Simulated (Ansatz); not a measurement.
# Na3Sc, from a guessed structure to a relaxed one

This structure for Na3Sc is made up. Its elements were placed in a known structure type with a cell scaled to their sizes. What cell does the guess relax to, and how far off was it?

Calculated with Ansatz 0.2.0; DFT, PBE, plane-wave PAW, files of the set soft_1, scalar-relativistic, no spin, cell and ions relaxed at zero pressure; PAW set soft_1, in the first sound run; inputs show where later runs differ.

### 1. Set-up

It takes space group Fm-3m (No. 225, cubic). Conventional cell: a = 7.768 Å, b = 7.768 Å, c = 7.768 Å, α = 90.00°, β = 90.00°, γ = 90.00°. Sc has 8 Na at 3.36 Å nearest. Na has 8 Na at 3.36 Å nearest. Nearest to Na lie 4 Na at 3.36 Å and 4 Sc at 3.36 Å. Farther neighbours are not listed.

### 2. Relaxation of the guess

The guess takes its coordinates from another compound and its volume from a rule, so the cell and any free coordinates are relaxed together.

input.yaml

```yaml
crystal:
  lattice:
    - [0.0, 3.884, 3.884]
    - [3.884, 0.0, 3.884]
    - [3.884, 3.884, 0.0]
  atoms:
    - { symbol: Sc, position: [0.0, 0.0, 0.0] }
    - { symbol: Na, position: [0.5, 0.5, 0.5] }
    - { symbol: Na, position: [0.75, 0.75, 0.75] }
    - { symbol: Na, position: [0.25, 0.25, 0.25] }
kpoints:
  mp_grid: { grid: [6, 6, 6] }
scf:
  occupations: { method: fermi_dirac, width: 0.05 }
hamiltonian:
  xc: pbe
  pseudopotentials: { kind: paw, azcp: { folder: soft_1 } }
relax:
  f_tol: 0.015
  max_steps: 70
  cell: {}
output:
  forces: true
  stress: true
```

Started as:

```bash
> ansatz run input.yaml --threads 4 --pin off --max-ram 10240MiB --backend cpu --events-out ev --progress --plain --runs-dir out
```

Numbers of over 12 decimals in the logs are rounded to 6 here.

Log:

```text
band count auto-derived: 24, from the close of a first SCF at 23 (N_el = 38.0; filled up to band 19; 23 by the electrons, moments and atoms)
Engine: ansatz 0.2.0, x86_64-unknown-linux-gnu
Pseudopotentials: kind: paw
Pseudopotential: Sc, paw, valence charge 11, recommended cutoff 420 eV (normal), soft_1/Sc.paw.azcp
Pseudopotential: Na, paw, valence charge 9, recommended cutoff 420 eV (normal), soft_1/Na.paw.azcp
Functional definition: PBE
  parameter kappa = 0.804
  parameter beta = 0.066725
  exchange = pbe_x(kappa = kappa, mu = beta*pi^2/3)
  correlation = pbe_c(beta = beta)
Crystal: 4 atoms, lattice volume = 117.184 Å³
Basis set: ecut = 420 eV, 2277 PW (Γ), exchange–correlation on 80×80×80 points (8 copies of the dense FFT grid, shifted against one another)
Bands: 23, of which v1, the nominal top of the filled ones, is band 19 counted from 1 (18 counted from 0)
Symmetry: 48 space group operations
Space group: Fm-3m (ITA 225), of the structure as read, at distance tolerance 4.9e-5 Å
k-points: 16 of 216
Non-local potential: Sc, projectors of the file, l = 0: 3, l = 1: 2, l = 2: 3, l = 3: 1
Non-local potential: Na, projectors of the file, l = 0: 3, l = 1: 2, l = 2: 1
PAW form: soft (Blöchl's): semilocal exchange-correlation on the pseudo side does not see the compensation charge
PAW one-centre angular grid: Sc, 590 points (default); XC on 64 Gauss nodes
PAW one-centre angular grid: Na, 110 points (default); XC on 64 Gauss nodes
Initial density: superposition of atomic densities (chi_scale 0.1, normalization cell, long waves kept (reshape's long-wave potential 0.00 eV rms))
Initial wavefunctions: pseudopotential atomic-orbital guess
Functional: x = pbe(κ = 0.804, μ = 0.219515), c = pbe(β = 0.066725)
SCF iter   1: F=—  HF=-6593.686546 eV  |F-HF|=—  |Δ(HF+E_count)|=         —  Δρ=2.92e-2  dr2=2.26e0  ethr=3.10e-3  ⟨swp⟩=4.8  Hψ=1329  notcnv=0
preconditioner: auto → Kerker (q_TF=auto, 2.261 Å⁻¹)  [metal: Δε(μ)=0.093 eV  Ē_g=2.374 eV  σ=0.050 eV  W_gap=0.39  n_scr=14 (ndim 8)  ℏωp=8.4 eV  f_vac=0.000  D(μ)=2.71/eV (n_scr^D=14)]
SCF iter   2: F=—  HF=-6593.244011 eV  |F-HF|=—  |Δ(HF+E_count)|=   4.43e-1  Δρ=6.36e-3  dr2=1.05e-1  ethr=3.10e-3  ⟨swp⟩=3.1  Hψ=817  notcnv=0
SCF iter   3: F=—  HF=-6593.236937 eV  |F-HF|=—  |Δ(HF+E_count)|=   7.07e-3  Δρ=3.90e-3  dr2=2.23e-2  ethr=2.76e-4  ⟨swp⟩=2.4  Hψ=460  notcnv=0
SCF iter   4: F=—  HF=-6593.237425 eV  |F-HF|=—  |Δ(HF+E_count)|=   4.88e-4  Δρ=1.37e-3  dr2=6.61e-3  ethr=5.87e-5  ⟨swp⟩=2.0  Hψ=688  notcnv=0
SCF iter   5: F=—  HF=-6593.236950 eV  |F-HF|=—  |Δ(HF+E_count)|=   4.75e-4  Δρ=9.74e-4  dr2=2.13e-3  ethr=1.74e-5  ⟨swp⟩=2.0  Hψ=475  notcnv=0
SCF iter   6: F=—  HF=-6593.236671 eV  |F-HF|=—  |Δ(HF+E_count)|=   2.79e-4  Δρ=2.72e-4  dr2=1.50e-4  ethr=5.60e-6  ⟨swp⟩=1.8  Hψ=405  notcnv=0
SCF iter   7: F=—  HF=-6593.236657 eV  |F-HF|=—  |Δ(HF+E_count)|=   1.45e-5  Δρ=4.87e-5  dr2=6.34e-6  ethr=3.95e-7  ⟨swp⟩=2.0  Hψ=434  notcnv=0
SCF iter   8: F=—  HF=-6593.236658 eV  |F-HF|=—  |Δ(HF+E_count)|=   1.33e-6  Δρ=9.12e-6  dr2=1.32e-7  ethr=1.67e-8  ⟨swp⟩=2.0  Hψ=421  notcnv=0
SCF iter   9: F=—  HF=-6593.236658 eV  |F-HF|=—  |Δ(HF+E_count)|=   3.03e-8  Δρ=8.71e-6  dr2=1.93e-7  ethr=2.63e-10  ⟨swp⟩=4.4  Hψ=1109  notcnv=0
SCF iter  10: F=-6593.236658 eV  HF=-6593.236658 eV  |F-HF|=6.55e-9  |Δ(HF+E_count)|=   2.73e-8  Δρ=1.62e-6  dr2=7.22e-9  ethr=2.63e-10  ⟨swp⟩=2.4  Hψ=1152  notcnv=0
SCF 1, on 23 bands, converged in 10 iterations: F = -6593.236658 eV; the run's SCF on all bands comes behind
  greatest PAW one-centre occupation: 0.999 electrons in one spin orbital (limit 2), on the Na atom at site 3 (counted from 0), in its partial waves of l = 0
Bands: 24, of which v1, the nominal top of the filled ones, is band 19 counted from 1 (18 counted from 0)
Initial density: handed on by an earlier stage of this run
iter 1 solved again at ethr=6.93e-7 eV; its pass at ethr=3.10e-3 eV (dr2=2.63e-4 eV) is discarded
SCF iter   1: F=—  HF=-6593.236659 eV  |F-HF|=—  |Δ(HF+E_count)|=         —  Δρ=1.66e-6  dr2=5.63e-9  ethr=6.93e-7  ⟨swp⟩=3.0  Hψ=2287  notcnv=0
eigensolver tolerance schedule: the retry pair's looser diagonalisation over-reported the residual by 46753.19 of it (diagonalisation noise at an unbounded share of the residual, at the tolerance the schedule requests for it); recorded, not acted on — ethr = c·dr2/N_el stays at c = 1.0e-1
preconditioner: auto → Kerker (q_TF=auto, 2.261 Å⁻¹)  [metal: Δε(μ)=0.032 eV  Ē_g=2.032 eV  σ=0.050 eV  W_gap=0.16  n_scr=14 (ndim 8)  ℏωp=8.4 eV  f_vac=0.000  D(μ)=5.81/eV (n_scr^D=58)]
SCF iter   2: F=—  HF=-6593.236658 eV  |F-HF|=—  |Δ(HF+E_count)|=   8.41e-7  Δρ=8.33e-7  dr2=2.37e-9  ethr=1.48e-11  ⟨swp⟩=3.2  Hψ=1043  notcnv=0
iter 3 did not close the SCF: its close was put off for the readings that it lacked (scf_convergence_deferred on its scf_iter line)
SCF iter   3: F=-6593.236658 eV  HF=-6593.236658 eV  |F-HF|=1.20e-10  |Δ(HF+E_count)|=  4.14e-10  Δρ=3.50e-7  dr2=1.88e-10  ethr=6.24e-12  ⟨swp⟩=2.0  Hψ=436  notcnv=0
iter 4 did not close the SCF: its close was put off for the readings that it lacked (scf_convergence_deferred on its scf_iter line)
SCF iter   4: F=-6593.236658 eV  HF=-6593.236658 eV  |F-HF|=1.82e-11  |Δ(HF+E_count)|=  4.46e-11  Δρ=1.33e-7  dr2=4.26e-11  ethr=1.00e-12  ⟨swp⟩=1.8  Hψ=441  notcnv=0
iter 5 did not close the SCF: its close was put off for the readings that it lacked (scf_convergence_deferred on its scf_iter line)
SCF iter   5: F=-6593.236658 eV  HF=-6593.236658 eV  |F-HF|=6.37e-12  |Δ(HF+E_count)|=  9.09e-12  Δρ=6.03e-8  dr2=8.07e-12  ethr=1.00e-12  ⟨swp⟩=1.0  Hψ=384  notcnv=0
iter 6 did not close the SCF: its close was put off for the readings that it lacked (scf_convergence_deferred on its scf_iter line)
SCF iter   6: F=-6593.236658 eV  HF=-6593.236658 eV  |F-HF|=0.00e0  |Δ(HF+E_count)|=  5.46e-12  Δρ=1.92e-8  dr2=5.26e-13  ethr=1.00e-12  ⟨swp⟩=1.0  Hψ=384  notcnv=0
SCF iter   7: F=-6593.236658 eV  HF=-6593.236658 eV  |F-HF|=0.00e0  |Δ(HF+E_count)|=  9.09e-13  Δρ=6.03e-9  dr2=3.88e-14  ethr=1.00e-12  ⟨swp⟩=1.0  Hψ=832  notcnv=0
SCF 2 converged in 7 iterations: F = -6593.236658 eV  dr2 = 3.88e-14
relax step   1: F+E_penalty+E_count = -6593.23665798 eV  Δ(F+E_penalty+E_count) = +0.000e0 eV  max|allowed force component| = 7.228e-19 eV/Å  Δτ_max = 0.0000 Å  P = +1.605 GPa  Ω = 117.184 Å³  (17 SCF iters, dr2 threshold 1.00e-7 eV, accepted)
Crystal: 4 atoms, lattice volume = 122.106 Å³
Basis set: ecut = 420 eV, 2421 PW (Γ), exchange–correlation on 80×80×80 points (8 copies of the dense FFT grid, shifted against one another)
Initial wavefunctions: those handed on with the density
iter 1 solved again at ethr=2.60e-6 eV; its pass at ethr=3.10e-3 eV (dr2=9.86e-4 eV) is discarded
SCF iter   1: F=—  HF=-6593.274261 eV  |F-HF|=—  |Δ(HF+E_count)|=         —  Δρ=6.23e-4  dr2=1.01e-3  ethr=2.60e-6  ⟨swp⟩=2.1  Hψ=1926  notcnv=0
preconditioner: auto → Kerker (q_TF=auto, 2.246 Å⁻¹)  [metal: Δε(μ)=0.021 eV  Ē_g=1.965 eV  σ=0.050 eV  W_gap=0.10  n_scr=14 (ndim 8)  ℏωp=8.2 eV  f_vac=0.000  D(μ)=6.02/eV (n_scr^D=58)]
SCF iter   2: F=—  HF=-6593.274176 eV  |F-HF|=—  |Δ(HF+E_count)|=   8.46e-5  Δρ=3.12e-4  dr2=2.89e-4  ethr=2.60e-6  ⟨swp⟩=1.8  Hψ=399  notcnv=0
SCF iter   3: F=—  HF=-6593.274152 eV  |F-HF|=—  |Δ(HF+E_count)|=   2.37e-5  Δρ=5.92e-5  dr2=1.03e-5  ethr=7.62e-7  ⟨swp⟩=1.9  Hψ=418  notcnv=0
SCF iter   4: F=—  HF=-6593.274152 eV  |F-HF|=—  |Δ(HF+E_count)|=   2.03e-7  Δρ=1.75e-5  dr2=6.48e-7  ethr=2.70e-8  ⟨swp⟩=1.9  Hψ=420  notcnv=0
iter 5 did not close the SCF: its close was put off for the readings that it lacked (scf_convergence_deferred on its scf_iter line)
SCF iter   5: F=-6593.274152 eV  HF=-6593.274152 eV  |F-HF|=1.07e-7  |Δ(HF+E_count)|=   1.50e-7  Δρ=8.11e-6  dr2=1.33e-7  ethr=1.71e-9  ⟨swp⟩=2.1  Hψ=678  notcnv=0
SCF iter   6: F=-6593.274152 eV  HF=-6593.274152 eV  |F-HF|=9.84e-9  |Δ(HF+E_count)|=   5.55e-8  Δρ=3.26e-6  dr2=2.42e-8  ethr=3.50e-10  ⟨swp⟩=2.1  Hψ=1342  notcnv=0
SCF 3 converged in 6 iterations: F = -6593.274152 eV  dr2 = 2.42e-8
relax step   2: F+E_penalty+E_count = -6593.27415203 eV  Δ(F+E_penalty+E_count) = -3.749e-2 eV  max|allowed force component| = 5.999e-18 eV/Å  Δτ_max = 0.0000 Å  P = +0.866 GPa  Ω = 122.106 Å³  energy of the carried Pulay correction = -1.195e-4 eV  (6 SCF iters, dr2 threshold 4.00e-7 eV, accepted)
Crystal: 4 atoms, lattice volume = 128.431 Å³
Basis set: ecut = 420 eV, 2565 PW (Γ), exchange–correlation on 80×80×80 points (8 copies of the dense FFT grid, shifted against one another)
iter 1 solved again at ethr=6.96e-6 eV; its pass at ethr=3.10e-3 eV (dr2=2.64e-3 eV) is discarded
SCF iter   1: F=—  HF=-6593.292755 eV  |F-HF|=—  |Δ(HF+E_count)|=         —  Δρ=9.53e-4  dr2=2.69e-3  ethr=6.96e-6  ⟨swp⟩=1.9  Hψ=1985  notcnv=0
preconditioner: auto → Kerker (q_TF=auto, 2.227 Å⁻¹)  [metal: Δε(μ)=0.012 eV  Ē_g=1.859 eV  σ=0.050 eV  W_gap=0.06  n_scr=26 (ndim 8)  ℏωp=8.0 eV  f_vac=0.000  D(μ)=6.26/eV (n_scr^D=58)]
SCF iter   2: F=—  HF=-6593.292520 eV  |F-HF|=—  |Δ(HF+E_count)|=   2.35e-4  Δρ=4.52e-4  dr2=7.23e-4  ethr=6.96e-6  ⟨swp⟩=1.8  Hψ=399  notcnv=0
SCF iter   3: F=—  HF=-6593.292447 eV  |F-HF|=—  |Δ(HF+E_count)|=   7.26e-5  Δρ=7.73e-5  dr2=2.48e-5  ethr=1.90e-6  ⟨swp⟩=1.9  Hψ=418  notcnv=0
SCF iter   4: F=—  HF=-6593.292436 eV  |F-HF|=—  |Δ(HF+E_count)|=   1.14e-5  Δρ=2.45e-5  dr2=1.38e-6  ethr=6.51e-8  ⟨swp⟩=1.9  Hψ=431  notcnv=0
iter 5 did not close the SCF: its close was put off for the readings that it lacked (scf_convergence_deferred on its scf_iter line)
SCF iter   5: F=-6593.292435 eV  HF=-6593.292436 eV  |F-HF|=1.74e-7  |Δ(HF+E_count)|=   3.15e-7  Δρ=1.11e-5  dr2=2.14e-7  ethr=3.64e-9  ⟨swp⟩=2.0  Hψ=677  notcnv=0
SCF iter   6: F=-6593.292435 eV  HF=-6593.292435 eV  |F-HF|=1.49e-8  |Δ(HF+E_count)|=   8.74e-8  Δρ=4.22e-6  dr2=4.05e-8  ethr=5.63e-10  ⟨swp⟩=2.2  Hψ=1398  notcnv=0
SCF 4 converged in 6 iterations: F = -6593.292435 eV  dr2 = 4.05e-8
relax step   3: F+E_penalty+E_count = -6593.29243546 eV  Δ(F+E_penalty+E_count) = -1.828e-2 eV  max|allowed force component| = 3.614e-18 eV/Å  Δτ_max = 0.0000 Å  P = +0.097 GPa  Ω = 128.431 Å³  energy of the carried Pulay correction = -2.660e-4 eV  (6 SCF iters, dr2 threshold 4.00e-7 eV, accepted)
Crystal: 4 atoms, lattice volume = 129.279 Å³
iter 1 solved again at ethr=1.24e-7 eV; its pass at ethr=3.10e-3 eV (dr2=4.71e-5 eV) is discarded
SCF iter   1: F=—  HF=-6593.292708 eV  |F-HF|=—  |Δ(HF+E_count)|=         —  Δρ=1.35e-4  dr2=5.59e-5  ethr=1.24e-7  ⟨swp⟩=2.0  Hψ=1795  notcnv=0
preconditioner: auto → Kerker (q_TF=auto, 2.225 Å⁻¹)  [metal: Δε(μ)=0.032 eV  Ē_g=1.834 eV  σ=0.050 eV  W_gap=0.16  n_scr=26 (ndim 8)  ℏωp=8.0 eV  f_vac=0.000  D(μ)=6.19/eV (n_scr^D=58)]
SCF iter   2: F=—  HF=-6593.292696 eV  |F-HF|=—  |Δ(HF+E_count)|=   1.21e-5  Δρ=6.30e-5  dr2=1.49e-5  ethr=1.24e-7  ⟨swp⟩=1.8  Hψ=400  notcnv=0
SCF iter   3: F=—  HF=-6593.292693 eV  |F-HF|=—  |Δ(HF+E_count)|=   3.09e-6  Δρ=1.02e-5  dr2=4.72e-7  ethr=3.91e-8  ⟨swp⟩=1.9  Hψ=419  notcnv=0
SCF iter   4: F=—  HF=-6593.292693 eV  |F-HF|=—  |Δ(HF+E_count)|=   6.71e-8  Δρ=3.39e-6  dr2=3.07e-8  ethr=1.24e-9  ⟨swp⟩=2.0  Hψ=433  notcnv=0
iter 5 did not close the SCF: its close was put off for the readings that it lacked (scf_convergence_deferred on its scf_iter line)
SCF iter   5: F=-6593.292693 eV  HF=-6593.292693 eV  |F-HF|=3.00e-9  |Δ(HF+E_count)|=   7.84e-9  Δρ=1.51e-6  dr2=3.70e-9  ethr=8.07e-11  ⟨swp⟩=2.0  Hψ=685  notcnv=0
SCF iter   6: F=-6593.292693 eV  HF=-6593.292693 eV  |F-HF|=2.62e-10  |Δ(HF+E_count)|=   1.53e-9  Δρ=5.70e-7  dr2=7.22e-10  ethr=9.75e-12  ⟨swp⟩=2.1  Hψ=1170  notcnv=0
SCF 5 converged in 6 iterations: F = -6593.292693 eV  dr2 = 7.22e-10
relax step   4: F+E_penalty+E_count = -6593.29269272 eV  Δ(F+E_penalty+E_count) = -2.573e-4 eV  max|allowed force component| = 2.602e-18 eV/Å  Δτ_max = 0.0000 Å  P = +0.007 GPa  Ω = 129.279 Å³  energy of the carried Pulay correction = -2.851e-4 eV  (6 SCF iters, dr2 threshold 2.38e-8 eV, accepted)
Initial wavefunctions: pseudopotential atomic-orbital guess (no wavefunctions were taken with the density)
iter 1 solved again at ethr=1.35e-6 eV; its pass at ethr=3.10e-3 eV (dr2=5.13e-4 eV) is discarded
SCF iter   1: F=—  HF=-6593.292570 eV  |F-HF|=—  |Δ(HF+E_count)|=         —  Δρ=1.74e-4  dr2=1.49e-6  ethr=1.35e-6  ⟨swp⟩=2.8  Hψ=2281  notcnv=0
eigensolver tolerance schedule: the retry pair's looser diagonalisation over-reported the residual by 343.44 of it (diagonalisation noise at 0.18 of the residual, at the tolerance the schedule requests for it); recorded, not acted on — ethr = c·dr2/N_el stays at c = 1.0e-1
preconditioner: auto → Kerker (q_TF=auto, 2.225 Å⁻¹)  [metal: Δε(μ)=0.034 eV  Ē_g=1.836 eV  σ=0.050 eV  W_gap=0.16  n_scr=26 (ndim 8)  ℏωp=8.0 eV  f_vac=0.000  D(μ)=6.18/eV (n_scr^D=58)]
SCF iter   2: F=—  HF=-6593.292813 eV  |F-HF|=—  |Δ(HF+E_count)|=   2.43e-4  Δρ=8.80e-5  dr2=2.71e-7  ethr=3.92e-9  ⟨swp⟩=2.5  Hψ=634  notcnv=0
SCF iter   3: F=—  HF=-6593.292900 eV  |F-HF|=—  |Δ(HF+E_count)|=   8.73e-5  Δρ=9.74e-6  dr2=4.89e-8  ethr=7.13e-10  ⟨swp⟩=2.0  Hψ=699  notcnv=0
SCF iter   4: F=—  HF=-6593.292901 eV  |F-HF|=—  |Δ(HF+E_count)|=   8.79e-7  Δρ=1.89e-6  dr2=5.68e-9  ethr=1.29e-10  ⟨swp⟩=2.1  Hψ=458  notcnv=0
SCF iter   5: F=—  HF=-6593.292901 eV  |F-HF|=—  |Δ(HF+E_count)|=   1.34e-8  Δρ=4.81e-7  dr2=4.53e-10  ethr=1.50e-11  ⟨swp⟩=2.5  Hψ=691  notcnv=0
SCF iter   6: F=—  HF=-6593.292901 eV  |F-HF|=—  |Δ(HF+E_count)|=  8.06e-10  Δρ=1.57e-7  dr2=8.22e-11  ethr=1.19e-12  ⟨swp⟩=2.8  Hψ=642  notcnv=0
SCF iter   7: F=-6593.292901 eV  HF=-6593.292901 eV  |F-HF|=7.28e-12  |Δ(HF+E_count)|=  1.73e-11  Δρ=4.51e-8  dr2=7.21e-12  ethr=1.00e-12  ⟨swp⟩=4.0  Hψ=1115  notcnv=0
SCF 6 converged in 7 iterations: F = -6593.292901 eV  dr2 = 7.21e-12
relax step   5: F+E_penalty+E_count = -6593.29290089 eV  Δ(F+E_penalty+E_count) = -2.082e-4 eV  max|allowed force component| = 3.542e-18 eV/Å  Δτ_max = 0.0000 Å  P = +0.006 GPa  Ω = 129.279 Å³  stress off target by 5.51e-3 GPa  SCF on the basis re-selected at this cell (its energy is not comparable with the rows above)  (7 SCF iters)
basis re-selected at this cell: Δ(F+E_penalty+E_count) = -2.082e-4 eV, ΔP = -0.002 GPa vs the last step (what re-selecting the basis moved, of the pressure what is left beyond the Pulay correction that the steps carried, after the strain that the cell walked since its last selection, with what the two solves' SCF thresholds leave and, on support functions, any second-order correction that the steps lacked; it is no m [...]
SCF converged after 7 iterations
Free energy (F): -6593.292901 eV
Harris-Foulkes:  -6593.292901 eV  (|F-HF|=7.28e-12)
Internal energy: -6593.243640 eV  (E = F + TS)
E sigma→0 (E₀):  -6593.268270 eV
Entropy (-TS):   -0.049261 eV (-12.315 meV/atom)
Fermi energy:    3.218986 eV
--- Per-component energies (eV) ---
  E_band       = -914.147584
  E_kinetic    = 542.809425
  E_local      = -5647.060282  (includes V_loc(G=0)·N_el)
  E_nonlocal   = 980.559284
  E_hartree    = 1961.850873
  E_xc         = -192.472425
  E_vxc        = -242.382368  (∫ρ·V_xc dr)
  E_paw        = -1872.120144  (= ΣΔE_a)
  E_vpaw       = -471.775520  (= ΣTr[D̂ρ^β])
  E_aug_tail   = 0.000096  (compensation charges beyond the density's cutoff)
  E_ewald      = -2366.810468
  E_smearing   = -0.049261  (= −TS)
  E_closure    = -0.000000  (closes the sum)
  Σ components = -6593.292901   (vs F -6593.292901, Δ=0.00e0)
--- Forces (eV/Å), atoms counted from 1 ---
  atom   1  Sc    -0.00000000     0.00000000    -0.00000000
  atom   2  Na     0.00000000    -0.00000000    -0.00000000
  atom   3  Na    -0.00000000    -0.00000000     0.00000000
  atom   4  Na     0.00000000     0.00000000    -0.00000000
  max |Σ_I F_I| component: 2.02e-18 eV/Å
--- Stress (GPa, compression-positive) ---
        0.005505       0.000000       0.000000
        0.000000       0.005505       0.000000
        0.000000       0.000000       0.005505
  P = ⅓ Tr σ = 0.0055 GPa (0.055 kbar)
--- Band table (eV; the first three rows and the last of 16) ---
  k-point 0: bands = [... 15 lower, -20.9587, -0.5938, 3.3744, 3.3744, 3.3744, 3.6906, 3.6906, 5.8652, ... 1 higher]
  k-point 1: bands = [... 15 lower, -20.9593, -0.3894, 3.1974, 3.4066, 3.4066, 3.6673, 3.6673, 4.8018, ... 1 higher]
  k-point 2: bands = [... 15 lower, -20.9607, 0.2064, 2.4129, 3.3810, 3.3810, 3.7584, 3.7584, 3.8976, ... 1 higher]
  k-point 15: bands = [... 15 lower, -20.9587, 1.7484, 2.1435, 2.5599, 2.5872, 3.7826, 3.8957, 3.9202, ... 1 higher]
--- Relaxed structure (4 steps of the walk, 4 accepted, 1 SCFs on fresh bases) ---
  F+E_penalty+E_count = -6593.29290089 eV   max|allowed force component| = 3.542e-18 eV/Å   (the final SCF, on the basis selected at the relaxed cell)
  cell:  # Å, volume = 129.2794 Å³
    - [0, 4.013283, 4.013283]
    - [4.013283, 0, 4.013283]
    - [4.013283, 4.013283, 0]
  atoms:
    - { symbol: Sc, position: [0, 0, 0] }
    - { symbol: Na, position: [0.5, 0.5, 0.5] }
    - { symbol: Na, position: [0.75, 0.75, 0.75] }
    - { symbol: Na, position: [0.25, 0.25, 0.25] }
```

Wall time 3.8 s (4 threads of Intel Xeon Platinum 8488C (Sapphire Rapids), shared host); peak memory 0.5 GiB; 10 s of CPU time.

The steps of the relaxation:

| step | energy less that of the first step (eV) | largest force component (eV/Å) | pressure (GPa) | volume (Å³) |
| --- | --- | --- | --- | --- |
| 1 | 0.0000 | 0.0000 | 1.61 | 117.18 |
| 2 | -0.0375 | 0.0000 | 0.87 | 122.11 |
| 3 | -0.0558 | 0.0000 | 0.10 | 128.43 |
| 4 | -0.0560 | 0.0000 | 0.01 | 129.28 |
| 5* | -0.0562 | 0.0000 | 0.01 | 129.28 |

Relaxation steps marked * repeat the geometry before them on a plane-wave basis chosen anew for their cell, so energy and pressure can jump there.

The run keeps the 48 symmetry operations that it works with, so distortions that break them were not tested.

| conventional cell, symmetrised | before | after | change |
| --- | --- | --- | --- |
| a (Å) | 7.768 | 8.027 | +3.3 % |
| b (Å) | 7.768 | 8.027 | +3.3 % |
| c (Å) | 7.768 | 8.027 | +3.3 % |
| volume (Å³/atom) | 29.30 | 32.32 | +10.3 % |

Final coordinates:

```xyz
4
Lattice="0.0000 4.0133 4.0133 4.0133 0.0000 4.0133 4.0133 4.0133 0.0000" Properties=species:S:1:pos:R:3 pbc="T T T"
Sc    0.0000    0.0000    0.0000
Na    4.0133    4.0133    4.0133
Na    6.0199    6.0199    6.0199
Na    2.0066    2.0066    2.0066
```

This step gave:

```yaml
free_energy: -6593.2929 eV
energy_at_zero_smearing: -6593.2683 eV
smearing_term_ts: 0.04926 eV
fermi_energy: 3.219 eV
electrons: 38
symmetry_operations: 48
pressure: 0.005505 GPa
```

Shortest distances by pair of elements, guess and relaxed (not always the same contact):

| pair | guess (Å) | relaxed (Å) |
| --- | --- | --- |
| Na–Sc | 3.364 | 3.476 |
| Na–Na | 3.364 | 3.476 |

The relaxation ends with a pressure of 0.01 GPa.

(Continued in part 2 of 2.)

[Logs are printed without paths, hosts, clocks, repeated set-up lines and the standing remarks that a program may print on its own settings, such as how far it seeks lower states.]

[Hosts, paths, dates, database ids (printed as entryN), source tags and the programs' standing remarks are cut or masked in the printed files.]
